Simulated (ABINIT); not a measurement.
# BaTiO3 (P4mm): G0W0 with ABINIT, start to end, part 3 of 3

Wanted: ground state, empty states, screening and self-energy for BaTiO3 (P4mm).

ABINIT 10.8.3; PBE and many-body steps on it, plane waves. Known limits of the many-body steps: not at the basis limit; no spin-orbit coupling; coarse k mesh.

So far. Step 3 (Bands along the symmetry lines): The gap is 1.851 eV, as in the run before at this level. Step 4 (Empty states on the mesh, 4×4×4 mesh, 85 bands): On this mesh the gap is 1.851 eV.

## 5. Screening, 4×4×4 mesh, 79 bands, screening to 106.1 eV

The RPA dielectric matrix is built and inverted for each q.

This step: RPA screening on PBE, plane waves, norm-conserving pseudopotentials.

File run.abi:

```
acell 3*1.0 Angstrom
rprim 
  3.990480000000 0.000000000000 0.000000000000
  0.000000000000 3.990480000000 0.000000000000
  0.000000000000 0.000000000000 4.023030000000
ntypat 3
znucl 56 22 8
natom 5
typat 1 2 3 3 3
xred 
  0.000000000000 0.000000000000 0.000000000000
  0.500000000000 0.500000000000 0.522000000000
  0.500000000000 0.500000000000 0.979000000000
  0.500000000000 0.000000000000 0.488000000000
  0.000000000000 0.500000000000 0.488000000000
pp_dirpath "pseudos"
pseudos "Ba.upf, Ti.upf, O.upf"
ecut 38
ngkpt 4 4 4
nshiftk 1
shiftk 0 0 0
kptopt 1
chksymbreak 0
istwfk *1
occopt 1
irdwfk 1
optdriver 3
nband 79
ecuteps 3.9
inclvkb 2
awtr 1
symchi 1
indata_prefix "in"
outdata_prefix "out"
tmpdata_prefix "tmp"
```

The run is started by

```bash
$ OMP_NUM_THREADS=1 mpirun -n 4 abinit run.abi > log
```

Numbers of over 12 decimals in the logs are rounded to 6 here.

Log:

```text
.Version 10.8.3 of ABINIT. v10.8.2 released Aug 2026.

 Symmetries : space group P4 m m (# 99); Bravais tP (primitive tetrag.)
[... echo of the input left out ...]
== DATASET  1 ==================================================================
-   mpi_nproc: 4, omp_nthreads: 1 (-1 if OMP is not activated)

--- !DatasetInfo
iteration_state: {dtset: 1, }
dimensions: {natom: 5, nkpt: 18, mband: 79, nsppol: 1, nspinor: 1, nspden: 1, mpw: 4868, }
cutoff_energies: {ecut:  38.0, pawecutdg:  -1.0, }
electrons: {nelect:   4.00000000E+01, charge:   0.00000000E+00, occopt:   1.00000000E+00, tsmear:   1.00000000E-02, }

 SCREENING: Calculation of the susceptibility and dielectric matrices

 Based on a program developped by R.W. Godby, V. Olevano, G. Onida, and L. Reining.
 Incorporated in ABINIT by V. Olevano, G.-M. Rignanese, and M. Torrent.
.Using double precision arithmetic ; gwpc =  8

[... cell and pseudopotentials left out ...]
--------------------------------------------------------------------------------

 ==== K-mesh for the wavefunctions ====
 Number of points in the irreducible wedge :    18
[... list of points left out ...]
 Together with  8 symmetry operations and time-reversal symmetry
 yields    64 points in the full Brillouin Zone.

 ==== Q-mesh for the screening function ====
 Number of points in the irreducible wedge :    18
[... list of points left out ...]
 Together with  8 symmetry operations and time-reversal symmetry
 yields    64 points in the full Brillouin Zone.

 setmesh: FFT mesh size selected  =    27x   27x   27
          total number of points  =        19683

 vcoul_init : cutoff-mode = AUXILIARY_FUNCTION
 q-points for optical limit:   1
     1)      0.000010    0.000020    0.000030

- screening: taking advantage of time-reversal symmetry
- Maximum band index for partially occupied states nbvw = 20
- Remaining bands to be divided among processors   nbcw = 59
- Number of bands treated by each node ~14

 Number of electrons calculated from density =   40.0000; Expected =   40.0000
 average of density, n =  0.092525
 r_s =    1.3716
 omega_plasma =   29.3417 [eV]

 calculating chi0 at frequencies [eV] :
  1    0.000000E+00    0.000000E+00
  2    0.000000E+00    2.934172E+01

--------------------------------------------------------------------------------
  q-point number  1        q = ( 0.000000, 0.000000, 0.000000) [r.l.u.]
--------------------------------------------------------------------------------
[... chi0 elements left out ...]
 For q-point:  0.000010 0.000020 0.000030
  dielectric constant =   5.8016
  dielectric constant without local fields =   6.4134

  Average fulfillment of the sum rule on Im[epsilon] for q-point    1 :     51.65  [%]
[... wings left out ...]
  q-point number  2        q = ( 0.250000, 0.000000, 0.000000) [r.l.u.]
--------------------------------------------------------------------------------
[... chi0 elements left out ...]
  Average fulfillment of the sum rule on Im[epsilon] for q-point    2 :     67.76  [%]

 [... 16 further q-points ...]
```

Run time: 76 s. Hardware: 4 MPI ranks of Arm Neoverse V2, shared host; peak memory 1.3 GiB; 5.1 min of CPU time.

This step gave:

```yaml
eps_infinity_with_local_fields_on_this_mesh_along_the_program_s_q_direction: 5.802
the_same_without_local_fields: 6.413
plasma_frequency: 29.34 eV
plane_waves_in_the_screening_matrix: 171
```

Local fields lower ε∞ by 10 %. On a Γ-centred mesh this coarse the value itself is usually too large, while a short band sum pulls it down.

## 6. Self-energy, 4×4×4 mesh, 79 bands, screening to 106.1 eV

The self-energy is evaluated for the states that the input lists, and the levels follow from it, in one-shot runs by the linearised quasiparticle equation.

This step: G0W0 on PBE, plane waves, norm-conserving pseudopotentials.

run.abi: that of step 5 with these lines changed.

```diff
@@ -26,8 +26,17 @@
 irdwfk 1
-optdriver 3
+optdriver 4
 nband 79
+gwcalctyp 0
+ecutsigx 38
+symsigma 1
+nkptgw 2
+kptgw 
+  0.5000000000 0.5000000000 0.5000000000
+  0.0000000000 0.0000000000 0.0000000000
+bdgw 
+  18 23
+  19 23
 ecuteps 3.9
-inclvkb 2
-awtr 1
-symchi 1
+irdscr 1
+ppmodel 1
 indata_prefix "in"
```

Log:

```text
.Version 10.8.3 of ABINIT. v10.8.2 released Aug 2026.

 Symmetries : space group P4 m m (# 99); Bravais tP (primitive tetrag.)
[... echo of the input left out ...]
== DATASET  1 ==================================================================
-   mpi_nproc: 4, omp_nthreads: 1 (-1 if OMP is not activated)

--- !DatasetInfo
iteration_state: {dtset: 1, }
dimensions: {natom: 5, nkpt: 18, mband: 79, nsppol: 1, nspinor: 1, nspden: 1, mpw: 4868, }
cutoff_energies: {ecut:  38.0, pawecutdg:  -1.0, }
electrons: {nelect:   4.00000000E+01, charge:   0.00000000E+00, occopt:   1.00000000E+00, tsmear:   1.00000000E-02, }

 SIGMA: Calculation of the GW corrections

 Based on a program developped by R.W. Godby, V. Olevano, G. Onida, and L. Reining.
 Incorporated in ABINIT by V. Olevano, G.-M. Rignanese, and M. Torrent.
.Using double precision arithmetic ; gwpc =  8

[... cell and pseudopotentials left out ...]
--------------------------------------------------------------------------------

 ==== K-mesh for the wavefunctions ====
 Number of points in the irreducible wedge :    18
[... list of points left out ...]
 Together with  8 symmetry operations and time-reversal symmetry
 yields    64 points in the full Brillouin Zone.

 ==== Q-mesh for screening function ====
 Number of points in the irreducible wedge :    18
[... list of points left out ...]
 Together with  8 symmetry operations and time-reversal symmetry
 yields    64 points in the full Brillouin Zone.

 vcoul_init : cutoff-mode = AUXILIARY_FUNCTION
 q-points for optical limit:   1
     1)      0.000010    0.000020    0.000030
 setmesh: FFT mesh size selected  =    45x   45x   45
          total number of points  =        91125

 Number of electrons calculated from density =   40.0000; Expected =   40.0000
 average of density, n =  0.092525
 r_s =    1.3716
 omega_plasma =   29.3417 [eV]

 === KS Band Gaps ===
  >>>> For spin  1
   Minimum direct gap =   2.2217 [eV], located at k-point      :   0.0000  0.0000  0.0000
   Fundamental gap    =   1.8512 [eV], Top of valence bands at :   0.5000  0.5000  0.5000
                                       Bottom of conduction at :   0.0000  0.0000  0.0000
 SIGMA fundamental parameters:
 PLASMON POLE MODEL  1
 number of plane-waves for SigmaX                 4865
 number of plane-waves for SigmaC and W            171
 number of plane-waves for wavefunctions          4865
 number of bands                                    79
 number of independent spin polarizations            1
 number of spinorial components                      1
 number of k-points in IBZ                          18
 number of q-points in IBZ                          18
 number of symmetry operations                       8
 number of k-points in BZ                           64
 number of q-points in BZ                           64
 number of frequencies for dSigma/dE                 9
 frequency step for dSigma/dE [eV]                0.25
 number of omega for Sigma on real axis              0
 max omega for Sigma on real axis  [eV]           0.00
 zcut for avoiding poles [eV]                     0.10

 EPSILON^-1 parameters (SCR file):
 dimension of the eps^-1 matrix on file            171
 dimension of the eps^-1 matrix used               171
 number of plane-waves for wavefunctions          4865
 number of bands                                    79
 number of q-points in IBZ                          18
 number of frequencies                               2
 number of real frequencies                          1
 number of imag frequencies                          1

 matrix elements of self-energy operator (all in [eV])

 Perturbative Calculation

--- !SelfEnergy_ee
iteration_state: {dtset: 1, }
kpoint     : [   0.500,    0.500,    0.500, ]
spin       : 1
KS_gap     :    4.248
QP_gap     :    6.169
Delta_QP_KS:    1.922
data: !SigmaeeData |
     Band     E0 <VxcDFT>   SigX SigC(E0)      Z dSigC/dE  Sig(E)    E-E0       E
       18   6.542 -19.963 -24.993   5.221   0.767  -0.304 -19.817   0.146   6.688
       19   6.542 -19.963 -24.993   5.221   0.767  -0.304 -19.817   0.146   6.688
       20   6.718 -20.008 -25.051   5.272   0.766  -0.306 -19.832   0.175   6.893
       21  10.965 -21.853 -13.090  -5.951   0.746  -0.341 -19.756   2.097  13.063
       22  10.977 -21.854 -13.211  -5.787   0.746  -0.340 -19.723   2.131  13.108
       23  10.977 -21.854 -13.211  -5.787   0.746  -0.340 -19.723   2.131  13.108

--- !SelfEnergy_ee
iteration_state: {dtset: 1, }
kpoint     : [   0.000,    0.000,    0.000, ]
spin       : 1
KS_gap     :    2.222
QP_gap     :    3.811
Delta_QP_KS:    1.590
data: !SigmaeeData |
     Band     E0 <VxcDFT>   SigX SigC(E0)      Z dSigC/dE  Sig(E)    E-E0       E
       19   6.347 -20.006 -24.534   4.746   0.772  -0.296 -19.838   0.168   6.515
       20   6.347 -20.006 -24.534   4.746   0.772  -0.296 -19.838   0.168   6.515
       21   8.569 -18.775 -11.365  -5.165   0.783  -0.277 -17.018   1.757  10.326
       22   8.936 -19.060 -12.059  -4.726   0.781  -0.280 -17.283   1.778  10.714
       23   8.936 -19.060 -12.059  -4.726   0.781  -0.280 -17.283   1.778  10.714

== END DATASET(S) ==============================================================
================================================================================

 -outvars: echo values of variables after computation  --------
           etotal      0.0000000000E+00
            nband          79
             nkpt          18
          spgroup          99
 [... the other variables as echoed above ...]

 Calculation completed.
```

The job ended after 9.2 s (4 MPI ranks; peak memory 1.2 GiB; 36 s of CPU time).

Numbers from this step:

```yaml
g0w0_gap_on_the_points_computed: 3.433 eV
starting_gap_on_the_mesh: 1.851 eV
k_of_the_valence_top: 0.5, 0.5, 0.5
k_of_the_conduction_bottom: 0, 0, 0
z_at_the_valence_top: 0.766
z_at_the_conduction_bottom: 0.783
least_direct_g0w0_gap_on_the_computed_points: 3.811 eV
```

The gap on the mesh goes from 1.85 eV to 3.43 eV, a correction of +1.58 eV.

Limits: finite bands, cutoff and mesh; no spin-orbit coupling; coarse k mesh. v1 is the top filled band, c1 the lowest empty one. Levels before and after the correction, in eV, zero at the valence-band top of each column:

```
           conduction bottom  valence top
Kohn-Sham               1.85         0.00
     G0W0               3.43         0.00
```

```
                         level  energy (eV)
Kohn-Sham  (0.5 0.5 0.5) v3-v2       -0.176
Kohn-Sham     (0.5 0.5 0.5) v1        0.000
Kohn-Sham     (0.5 0.5 0.5) c1        4.247
Kohn-Sham  (0.5 0.5 0.5) c2-c3        4.259
Kohn-Sham              Γ v2-v1       -0.371
Kohn-Sham                 Γ c1        1.851
Kohn-Sham              Γ c2-c3        2.219
     G0W0  (0.5 0.5 0.5) v3-v2       -0.205
     G0W0     (0.5 0.5 0.5) v1        0.000
     G0W0     (0.5 0.5 0.5) c1        6.170
     G0W0  (0.5 0.5 0.5) c2-c3        6.215
     G0W0              Γ v2-v1       -0.378
     G0W0                 Γ c1        3.433
     G0W0              Γ c2-c3        3.821
```

## 7. Where the time went

Times are wall times on 4 MPI ranks of Arm Neoverse V2, shared host, good to a factor of about two.

```
                          step   time  share  memory (GiB)
                  ground state   71 s   24 %          0.38
bands along the symmetry lines   84 s   29 %          0.41
      empty states on the mesh   52 s   18 %          0.39
                     screening   76 s   26 %           1.3
                   self-energy  9.2 s    3 %           1.2
```

## 8. What came out

* PBE gap: 1.85 eV, indirect
* G0W0 gap on the mesh: 3.43 eV
* GW settings: 4×4×4 mesh, 79 bands, screening to 106.1 eV, Godby-Needs plasmon pole
* known limits: not at the basis limit; no spin-orbit coupling; coarse k mesh

In words: G0W0 moves the gap on the mesh from 1.85 eV to 3.43 eV (+1.58 eV), with Z of 0.77 and 0.78 at the edges. Local fields lower the RPA ε∞ on this mesh from 6.41 to 5.80; a Γ-centred mesh this coarse tends to raise both, most where the direct gap is narrow, while a short band sum lowers them. Only 2 of the mesh's irreducible points were corrected, so a valley elsewhere could overtake. Bands and cutoff are finite, so the gap is not at the basis limit. The miss can reach some tenths of an eV and take either sign; the mesh is an error of its own. In the G0W0 run levels were corrected at 2 k points alone, so a gap called «on the mesh» is the least over those, and an edge elsewhere would be missed. The 4×4×4 mesh is coarse for this cell, which bears on the long-range parts of exchange and screening. The many-body steps are scalar-relativistic: spin-orbit coupling is not in them.

[Paths, hosts, dates, memory and timing lines, banners, echoed tables and standing remarks are left out of the program output.]

[Logs are printed without paths, hosts, clocks, repeated set-up lines and the standing remarks that a program may print on its own settings, such as how far it seeks lower states.]

[Runs of the session that timed out or met a known fault of the program may be left out.]

[Hosts, paths, dates, database ids (printed as entryN), source tags and the programs' standing remarks are cut or masked in the printed files.]

[G0W0 gaps are taken among the corrected bands and points alone; a level outside them can change the order at an edge.]

[Where Ansatz stands beside ABINIT at settings called matched, ABINIT's density can come from a denser mesh and the files from another edition; pairs whose starting gaps differed by over 0.03 eV were left out, so agreement reads better than it is.]
